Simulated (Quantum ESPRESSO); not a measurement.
# SiC(11-20), H on both faces: a series in the number of layers, part 11 of 12

What law, if any, do the results for SiC(11-20), H on both faces follow against the number of layers?

Quantum ESPRESSO 7.5; plane-wave DFT, PBE, GBRV ultrasoft pseudopotentials.

So far. Step 14 (Relaxing the ions, 7 layers): The relaxation lowers the energy by 3 meV an atom.

## Step 17: Relaxation with pw.x, 8 layers

System of this step: SiC(11-20), H on both faces, 8 layers. The cell holds 40 atoms: 8 H, 16 Si and 16 C. Its edges and angles: a = 5.354 Å, b = 5.073 Å, c = 29.227 Å, α = 90.0°, β = 90.0°, γ = 90.0°. It derives from SiC. Vacuum lies along c.

The input, m5.relax.in:

```
&control
  prefix = 'm5.relax'
  outdir = './out'
  pseudo_dir = './pseudo'
  nstep = 80
  forc_conv_thr = 0.0006
  calculation = 'relax'
/
&system
  ibrav = 0
  nat = 40
  ntyp = 3
  ecutwfc = 40
  ecutrho = 200
  occupations = 'smearing'
  smearing = 'fd'
  degauss = 0.002
/
&electrons
  conv_thr = 1e-08
  mixing_beta = 0.4
  electron_maxstep = 120
  mixing_mode = 'plain'
/
&ions
/
ATOMIC_SPECIES
  H   1.0080  h_pbe_v1.4.uspp.F.UPF
  Si  28.0850  si_pbe_v1.uspp.F.UPF
  C   12.0110  c_pbe_v1.2.uspp.F.UPF
CELL_PARAMETERS angstrom
  5.35374536700000 0.00000000000000 0.00000000000000
  0.00000000000000 5.07286068100000 0.00000000000000
  0.00000000000000 0.00000000000000 29.22734085908922
ATOMIC_POSITIONS crystal
  H   0.203925209200 0.902943906900 0.273839184715
  H   0.796074790800 0.402943906900 0.273839184715
  H   0.234736667300 0.448947499500 0.283616004088
  H   0.765263332700 0.948947499500 0.283616004088
  Si  0.333333333300 0.000000000000 0.314901826082
  Si  0.666666666700 0.500000000000 0.314901826082
  C   0.333333333300 0.375000000000 0.314901826082
  C   0.666666666700 0.875000000000 0.314901826082
  Si  0.833333333300 0.000000000000 0.367787018630
  Si  0.166666666700 0.500000000000 0.367787018630
  C   0.833333333300 0.375000000000 0.367787018630
  C   0.166666666700 0.875000000000 0.367787018630
  Si  0.333333333300 0.000000000000 0.420672211178
  Si  0.666666666700 0.500000000000 0.420672211178
  C   0.333333333300 0.375000000000 0.420672211178
  C   0.666666666700 0.875000000000 0.420672211178
  Si  0.833333333300 0.000000000000 0.473557403726
  Si  0.166666666700 0.500000000000 0.473557403726
  C   0.833333333300 0.375000000000 0.473557403726
  C   0.166666666700 0.875000000000 0.473557403726
  Si  0.333333333300 0.000000000000 0.526442596274
  Si  0.666666666700 0.500000000000 0.526442596274
  C   0.333333333300 0.375000000000 0.526442596274
  C   0.666666666700 0.875000000000 0.526442596274
  Si  0.833333333300 0.000000000000 0.579327788822
  Si  0.166666666700 0.500000000000 0.579327788822
  C   0.833333333300 0.375000000000 0.579327788822
  C   0.166666666700 0.875000000000 0.579327788822
  Si  0.333333333300 0.000000000000 0.632212981370
  Si  0.666666666700 0.500000000000 0.632212981370
  C   0.333333333300 0.375000000000 0.632212981370
  C   0.666666666700 0.875000000000 0.632212981370
  Si  0.833333333300 0.000000000000 0.685098173918
  Si  0.166666666700 0.500000000000 0.685098173918
  C   0.833333333300 0.375000000000 0.685098173918
  C   0.166666666700 0.875000000000 0.685098173918
  H   0.734736667300 0.448947499500 0.716383995912
  H   0.265263332700 0.948947499500 0.716383995912
  H   0.703925209200 0.902943906900 0.726160815285
  H   0.296074790800 0.402943906900 0.726160815285
K_POINTS automatic
  4 4 1 0 0 0
```

Launch:

```
$ OMP_NUM_THREADS=1 mpirun -n 4 pw.x -nk 1 -in m5.relax.in > m5.relax.out
```

The program printed:

```text
[banner, memory and clock lines left out]
Program PWSCF v.7.5 starts
[...]
Message from routine setup:
[...]
number of electrons       =       136.00
     number of Kohn-Sham states=           82
     kinetic-energy cutoff     =      40.0000  Ry
     charge density cutoff     =     200.0000  Ry
[...]
number of k points=     9  Fermi-Dirac smearing, width (Ry)=  0.0020
[...]
Dense  grid:   255991 G-vectors     FFT dimensions: (  48,  48, 250)
[...]
negative rho (up, down):  2.445E-03 0.000E+00
     Starting wfcs are  136 randomized atomic wfcs
[...]
negative rho (up, down):  2.081E-03 0.000E+00
[...]
estimated scf accuracy    <       7.43485967 Ry
[...]
negative rho (up, down):  2.357E-03 0.000E+00
[...]
estimated scf accuracy    <       0.39827878 Ry
[...]
negative rho (up, down):  2.652E-03 0.000E+00
[...]
estimated scf accuracy    <       0.12143213 Ry
[...]
negative rho (up, down):  2.932E-03 0.000E+00
[...]
estimated scf accuracy    <       0.06179493 Ry
[...]
negative rho (up, down):  3.035E-03 0.000E+00
[...]
estimated scf accuracy    <       0.00617599 Ry
[...]
negative rho (up, down):  3.085E-03 0.000E+00
[...]
estimated scf accuracy    <       0.00069400 Ry
[...]
negative rho (up, down):  3.118E-03 0.000E+00
[...]
estimated scf accuracy    <       0.00018899 Ry
[...]
negative rho (up, down):  3.136E-03 0.000E+00
[...]
estimated scf accuracy    <       0.00000651 Ry
[...]
negative rho (up, down):  3.146E-03 0.000E+00
[...]
estimated scf accuracy    <       0.00000058 Ry
[...]
negative rho (up, down):  3.152E-03 0.000E+00
[...]
estimated scf accuracy    <       0.00000006 Ry
[...]
negative rho (up, down):  3.156E-03 0.000E+00
[...]
estimated scf accuracy    <       0.00000007 Ry
[...]
negative rho (up, down):  3.158E-03 0.000E+00
[...]
estimated scf accuracy    <       0.00000003 Ry
[...]
negative rho (up, down):  3.161E-03 0.000E+00
[...]
the Fermi energy is     1.9818 ev
!    total energy              =    -347.19973095 Ry
     estimated scf accuracy    <          1.5E-10 Ry
     smearing contrib. (-TS)   =      -0.00000000 Ry
     internal energy E=F+TS    =    -347.19973095 Ry
[...]
one-electron contribution =   -6577.33379373 Ry
     hartree contribution      =    3334.60282139 Ry
     xc contribution           =    -135.03421917 Ry
     ewald contribution        =    3030.56546055 Ry
     convergence has been achieved in  13 iterations
     negative rho (up, down):  3.161E-03 0.000E+00
[...]
Total force =     0.082552     Total SCF correction =     0.000007
[...]
negative rho (up, down):  3.175E-03 0.000E+00
[...]
negative rho (up, down):  3.156E-03 0.000E+00
[...]
estimated scf accuracy    <       0.00084669 Ry
[...]
negative rho (up, down):  3.150E-03 0.000E+00
[...]
estimated scf accuracy    <       0.00024000 Ry
[...]
negative rho (up, down):  3.145E-03 0.000E+00
[...]
estimated scf accuracy    <       0.00008478 Ry
[...]
negative rho (up, down):  3.143E-03 0.000E+00
[...]
estimated scf accuracy    <       0.00001485 Ry
[...]
negative rho (up, down):  3.142E-03 0.000E+00
[...]
estimated scf accuracy    <       0.00000170 Ry
[...]
negative rho (up, down):  3.142E-03 0.000E+00
[...]
estimated scf accuracy    <       0.00000020 Ry
[...]
negative rho (up, down):  3.142E-03 0.000E+00
[...]
estimated scf accuracy    <       0.00000002 Ry
[...]
negative rho (up, down):  3.142E-03 0.000E+00
[...]
the Fermi energy is     1.9428 ev
!    total energy              =    -347.20387118 Ry
     estimated scf accuracy    <          2.9E-09 Ry
     smearing contrib. (-TS)   =      -0.00000000 Ry
     internal energy E=F+TS    =    -347.20387118 Ry
[...]
one-electron contribution =   -6578.85714539 Ry
     hartree contribution      =    3335.16069251 Ry
     xc contribution           =    -135.04660703 Ry
     ewald contribution        =    3031.53918873 Ry
     convergence has been achieved in   8 iterations
     negative rho (up, down):  3.142E-03 0.000E+00
[...]
Total force =     0.032611     Total SCF correction =     0.000086
[...]
negative rho (up, down):  3.141E-03 0.000E+00
[...]
negative rho (up, down):  3.134E-03 0.000E+00
[...]
estimated scf accuracy    <       0.00032943 Ry
[...]
negative rho (up, down):  3.130E-03 0.000E+00
[...]
estimated scf accuracy    <       0.00008518 Ry
[...]
negative rho (up, down):  3.129E-03 0.000E+00
[...]
estimated scf accuracy    <       0.00003046 Ry
[...]
negative rho (up, down):  3.128E-03 0.000E+00
[...]
estimated scf accuracy    <       0.00000363 Ry
[...]
negative rho (up, down):  3.128E-03 0.000E+00
[...]
estimated scf accuracy    <       0.00000058 Ry
[...]
negative rho (up, down):  3.128E-03 0.000E+00
[...]
estimated scf accuracy    <       0.00000009 Ry
[...]
negative rho (up, down):  3.128E-03 0.000E+00
[...]
estimated scf accuracy    <       0.00000003 Ry
[...]
negative rho (up, down):  3.128E-03 0.000E+00
[...]
estimated scf accuracy    <          1.6E-09 Ry
[...]
negative rho (up, down):  3.128E-03 0.000E+00
[...]
the Fermi energy is     1.9477 ev
!    total energy              =    -347.20500870 Ry
     estimated scf accuracy    <          9.9E-10 Ry
     smearing contrib. (-TS)   =      -0.00000000 Ry
     internal energy E=F+TS    =    -347.20500870 Ry
[...]
one-electron contribution =   -6580.45377700 Ry
     hartree contribution      =    3335.96672826 Ry
     xc contribution           =    -135.05442885 Ry
     ewald contribution        =    3032.33646889 Ry
     convergence has been achieved in   9 iterations
     negative rho (up, down):  3.128E-03 0.000E+00
[...]
Total force =     0.022899     Total SCF correction =     0.000087
[...]
negative rho (up, down):  3.133E-03 0.000E+00
[...]
negative rho (up, down):  3.125E-03 0.000E+00
[...]
estimated scf accuracy    <       0.00041992 Ry
[...]
negative rho (up, down):  3.120E-03 0.000E+00
[...]
estimated scf accuracy    <       0.00004545 Ry
[...]
negative rho (up, down):  3.119E-03 0.000E+00
[...]
estimated scf accuracy    <       0.00001280 Ry
[...]
negative rho (up, down):  3.118E-03 0.000E+00
[...]
estimated scf accuracy    <       0.00000481 Ry
[...]
negative rho (up, down):  3.118E-03 0.000E+00
[...]
estimated scf accuracy    <       0.00000068 Ry
[...]
negative rho (up, down):  3.118E-03 0.000E+00
[...]
estimated scf accuracy    <       0.00000009 Ry
[...]
negative rho (up, down):  3.118E-03 0.000E+00
[...]
estimated scf accuracy    <       0.00000002 Ry
[...]
negative rho (up, down):  3.118E-03 0.000E+00
[...]
estimated scf accuracy    <          9.7E-10 Ry
[...]
negative rho (up, down):  3.118E-03 0.000E+00
[...]
the Fermi energy is     1.9549 ev
!    total energy              =    -347.20584702 Ry
     estimated scf accuracy    <          4.0E-10 Ry
     smearing contrib. (-TS)   =      -0.00000000 Ry
     internal energy E=F+TS    =    -347.20584702 Ry
[...]
one-electron contribution =   -6581.76506688 Ry
     hartree contribution      =    3336.64346302 Ry
     xc contribution           =    -135.07421793 Ry
     ewald contribution        =    3032.98997477 Ry
     convergence has been achieved in   9 iterations
     negative rho (up, down):  3.118E-03 0.000E+00
[...]
Total force =     0.020151     Total SCF correction =     0.000034
[...]
negative rho (up, down):  3.126E-03 0.000E+00
[...]
negative rho (up, down):  3.119E-03 0.000E+00
[...]
estimated scf accuracy    <       0.00038682 Ry
[...]
negative rho (up, down):  3.116E-03 0.000E+00
[...]
estimated scf accuracy    <       0.00004296 Ry
[...]
negative rho (up, down):  3.115E-03 0.000E+00
[...]
estimated scf accuracy    <       0.00000977 Ry
[...]
negative rho (up, down):  3.114E-03 0.000E+00
[...]
estimated scf accuracy    <       0.00000158 Ry
[...]
negative rho (up, down):  3.114E-03 0.000E+00
[...]
estimated scf accuracy    <       0.00000045 Ry
[...]
negative rho (up, down):  3.114E-03 0.000E+00
[...]
estimated scf accuracy    <       0.00000010 Ry
[...]
negative rho (up, down):  3.114E-03 0.000E+00
[...]
estimated scf accuracy    <          8.5E-09 Ry
[...]
negative rho (up, down):  3.114E-03 0.000E+00
[...]
estimated scf accuracy    <          1.4E-09 Ry
[...]
negative rho (up, down):  3.114E-03 0.000E+00
[...]
the Fermi energy is     1.9637 ev
!    total energy              =    -347.20640750 Ry
     estimated scf accuracy    <          9.4E-11 Ry
     smearing contrib. (-TS)   =      -0.00000000 Ry
     internal energy E=F+TS    =    -347.20640750 Ry
[...]
one-electron contribution =   -6583.59959871 Ry
     hartree contribution      =    3337.59249469 Ry
     xc contribution           =    -135.09302054 Ry
     ewald contribution        =    3033.89371707 Ry
     convergence has been achieved in   9 iterations
     negative rho (up, down):  3.114E-03 0.000E+00
[...]
Total force =     0.015547     Total SCF correction =     0.000011
[...]
the Fermi energy is     1.9592 ev
!    total energy              =    -347.20720625 Ry
     estimated scf accuracy    <          2.8E-11 Ry
     smearing contrib. (-TS)   =      -0.00000000 Ry
     internal energy E=F+TS    =    -347.20720625 Ry
[...]
one-electron contribution =   -6592.22309478 Ry
     hartree contribution      =    3341.89700464 Ry
     xc contribution           =    -135.12688670 Ry
     ewald contribution        =    3038.24577058 Ry
     convergence has been achieved in   9 iterations
     negative rho (up, down):  3.124E-03 0.000E+00
[...]
Total force =     0.010869     Total SCF correction =     0.000007
[...]
negative rho (up, down):  3.122E-03 0.000E+00
[...]
negative rho (up, down):  3.123E-03 0.000E+00
[...]
estimated scf accuracy    <       0.00009526 Ry
[...]
negative rho (up, down):  3.123E-03 0.000E+00
[...]
estimated scf accuracy    <       0.00001914 Ry
[...]
negative rho (up, down):  3.124E-03 0.000E+00
[...]
estimated scf accuracy    <       0.00000429 Ry
[...]
negative rho (up, down):  3.125E-03 0.000E+00
[...]
estimated scf accuracy    <       0.00000090 Ry
[...]
negative rho (up, down):  3.125E-03 0.000E+00
[...]
estimated scf accuracy    <       0.00000008 Ry
[...]
negative rho (up, down):  3.125E-03 0.000E+00
[...]
estimated scf accuracy    <       0.00000001 Ry
[...]
negative rho (up, down):  3.126E-03 0.000E+00
[...]
estimated scf accuracy    <          1.5E-09 Ry
[...]
negative rho (up, down):  3.126E-03 0.000E+00
[...]
estimated scf accuracy    <          2.9E-10 Ry
[...]
negative rho (up, down):  3.126E-03 0.000E+00
[...]
```

Wall time 33 min (4 MPI ranks of Arm Neoverse V1, shared host); peak memory 1.6 GiB; 2.2 h of CPU time.

Step by step:

```
step  energy less that of the first step (eV)  largest force (eV/Å)
   1                                   0.0000                0.7234
   2                                  -0.0563                0.2670
   3                                  -0.0718                0.1834
   4                                  -0.0832                0.1496
   5                                  -0.0908                0.1175
   6                                  -0.0950                0.0897
   7                                  -0.0985                0.0722
   8                                  -0.1017                0.0782
   9                                  -0.1038                0.0540
  10                                  -0.1048                0.0389
  11                                  -0.1055                0.0309
  12                                  -0.1059                0.0234
  13                                  -0.1061                0.0146
```

The atoms that moved most (Å):

```csv
atom,dx,dy,dz,length
H40,-0.003,0.049,0.035,0.060
H39,0.003,0.049,0.035,0.060
H2,-0.003,0.049,-0.035,0.060
H1,0.003,0.049,-0.035,0.060
H3,0.030,-0.029,0.039,0.057
H4,-0.030,-0.029,0.039,0.057
H38,-0.030,-0.029,-0.039,0.057
H37,0.030,-0.029,-0.039,0.057
```

The relaxed structure:

```cif
data_structure
_symmetry_space_group_name_H-M 'P 1'
_symmetry_Int_Tables_number 1
_cell_length_a 5.3537
_cell_length_b 5.0729
_cell_length_c 29.2273
_cell_angle_alpha 90.000
_cell_angle_beta 90.000
_cell_angle_gamma 90.000
_cell_volume 793.78
loop_
_atom_site_label
_atom_site_type_symbol
_atom_site_fract_x
_atom_site_fract_y
_atom_site_fract_z
_atom_site_occupancy
H1 H 0.20450 0.91253 0.27263 1
H2 H 0.79550 0.41253 0.27263 1
H3 H 0.24035 0.44331 0.28493 1
H4 H 0.75965 0.94331 0.28493 1
Si5 Si 0.33492 0.00170 0.31546 1
Si6 Si 0.66508 0.50170 0.31546 1
C7 C 0.33693 0.37238 0.31603 1
C8 C 0.66307 0.87238 0.31603 1
Si9 Si 0.83427 0.99954 0.36787 1
Si10 Si 0.16573 0.49954 0.36787 1
C11 C 0.83363 0.37434 0.36771 1
C12 C 0.16637 0.87434 0.36771 1
Si13 Si 0.33331 0.99905 0.42065 1
Si14 Si 0.66669 0.49905 0.42065 1
C15 C 0.33329 0.37499 0.42067 1
C16 C 0.66671 0.87499 0.42067 1
Si17 Si 0.83330 0.99908 0.47356 1
Si18 Si 0.16670 0.49908 0.47356 1
C19 C 0.83332 0.37498 0.47353 1
C20 C 0.16668 0.87498 0.47353 1
Si21 Si 0.33330 0.99908 0.52644 1
Si22 Si 0.66670 0.49908 0.52644 1
C23 C 0.33332 0.37498 0.52647 1
C24 C 0.66668 0.87498 0.52647 1
Si25 Si 0.83331 0.99905 0.57935 1
Si26 Si 0.16669 0.49905 0.57935 1
C27 C 0.83329 0.37499 0.57933 1
C28 C 0.16671 0.87499 0.57933 1
Si29 Si 0.33427 0.99954 0.63213 1
Si30 Si 0.66573 0.49954 0.63213 1
C31 C 0.33363 0.37434 0.63229 1
C32 C 0.66637 0.87434 0.63229 1
Si33 Si 0.83492 0.00170 0.68454 1
Si34 Si 0.16508 0.50170 0.68454 1
C35 C 0.83693 0.37238 0.68397 1
C36 C 0.16307 0.87238 0.68397 1
H37 H 0.74035 0.44331 0.71507 1
H38 H 0.25965 0.94331 0.71507 1
H39 H 0.70450 0.91253 0.72737 1
H40 H 0.29550 0.41253 0.72737 1
```

The relaxation lowers the energy by 3 meV an atom.

Numbers from this step:

| Quantity | Value |
| --- | --- |
| free energy | -4723.9991 eV |
| Fermi energy | 1.938 eV |

(Continued in part 12 of 12.)

[Logs are printed without paths, hosts, clocks, repeated set-up lines and the standing remarks that a program may print on its own settings, such as how far it seeks lower states.]

[Hosts, paths, dates, database ids (printed as entryN), source tags and the programs' standing remarks are cut or masked in the printed files.]

[Maps of the electrostatic potential energy from Ansatz leave out the sawtooth potential of an applied field or a dipole correction, so their vacuum need not be flat; planar profiles and work functions include it.]
